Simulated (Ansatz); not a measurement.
# What went wrong? Al55 Mackay icosahedron (55 atoms)

Program: Ansatz 0.2.0. The cell: 55 Al.

File input.yaml:

```yaml
crystal:
  lattice:
    - [21.74432, 0.0, 0.0]
    - [0.0, 21.74432, 0.0]
    - [0.0, 0.0, 21.74432]
  atoms:
    - { symbol: Al, position: [0.50348, 0.49805, 0.49666] }
    - { symbol: Al, position: [0.61, 0.50197, 0.42807] }
    - { symbol: Al, position: [0.61179, 0.49928, 0.56723] }
    - { symbol: Al, position: [0.38639, 0.49763, 0.43213] }
    - { symbol: Al, position: [0.39073, 0.49661, 0.5656] }
    - { symbol: Al, position: [0.42819, 0.61628, 0.49857] }
    - { symbol: Al, position: [0.5684, 0.60827, 0.50408] }
    - { symbol: Al, position: [0.42868, 0.3868, 0.49785] }
    - { symbol: Al, position: [0.56865, 0.38981, 0.50029] }
    - { symbol: Al, position: [0.50111, 0.42757, 0.61208] }
    - { symbol: Al, position: [0.50492, 0.56914, 0.61347] }
    - { symbol: Al, position: [0.49999, 0.4288, 0.39087] }
    - { symbol: Al, position: [0.50082, 0.56961, 0.38469] }
    - { symbol: Al, position: [0.72446, 0.50096, 0.36341] }
    - { symbol: Al, position: [0.7245, 0.49925, 0.5005] }
    - { symbol: Al, position: [0.72447, 0.50004, 0.63956] }
    - { symbol: Al, position: [0.27648, 0.49362, 0.35729] }
    - { symbol: Al, position: [0.27572, 0.50012, 0.50013] }
    [... 31 atom lines left out ...]
    - { symbol: Al, position: [0.4286, 0.31756, 0.60724] }
    - { symbol: Al, position: [0.56706, 0.31953, 0.61131] }
    - { symbol: Al, position: [0.43084, 0.68122, 0.38739] }
    - { symbol: Al, position: [0.56814, 0.68116, 0.38955] }
    - { symbol: Al, position: [0.43137, 0.31658, 0.38929] }
    - { symbol: Al, position: [0.57043, 0.31535, 0.38899] }
kpoints:
  mp_grid: { grid: [1, 1, 1] }
hamiltonian:
  xc: pbe
scf:
  occupations: { method: fermi_dirac, width: 0.1 }
  eigensolver: { kind: { support_functions: { accuracy: medium, radius: 3.94 } } }
  mixing: { beta: 0.2 }
  max_iter: 150
output:
  forces: true
  eigenvalues: true
```

Run with:

```sh
ansatz run input.yaml --threads 4 --pin off --max-ram 8192MiB --backend cpu --events-out ev --progress --plain --runs-dir out
```

What it wrote:

```text
Warning: scf.eigensolver.kind.support_functions: disabling space-group detection — the functions' gradient is summed over unrotated k-points, so no spatial operation reduces the k-mesh or symmetrises the density; time reversal is kept, so that k and −k are solved as one point where they differ and the mesh holds both, and exact exchange and, on two spinor components, a DFT+U term hold to it where the run has them: [...]
settings of this run that can trade accuracy for cost: scf.eigensolver.kind.support_functions [...]
Engine: ansatz 0.2.0, aarch64-unknown-linux-gnu
Pseudopotentials: kind: paw
Pseudopotential: Al, paw, valence charge 3, recommended cutoff 420 eV (normal), Al.paw.azcp
[... 5 lines on functional and potentials left out ...]
Error: SCF: the radius of support functions is under 4.41 Å, the least for these sites at the functions' level (scf.eigensolver.kind.support_functions.accuracy). Use scf.eigensolver.kind: auto, or type scf.eigensolver.kind.support_functions.radius at least as long, [...]
```

It took 0.63 s on 4 threads of Arm Neoverse V2, shared host; peak memory 0.73 GiB.

Q: Name the fault and the fix.

A radius under the least that the level allows: support_functions.radius = 3.94.

The fix is to use a longer radius.

The run ended with an error.

[Logs are printed without paths, hosts, clocks, repeated set-up lines and the standing remarks that a program may print on its own settings, such as how far it seeks lower states.]

[Hosts, paths, dates, database ids (printed as entryN), source tags and the programs' standing remarks are cut or masked in the printed files.]
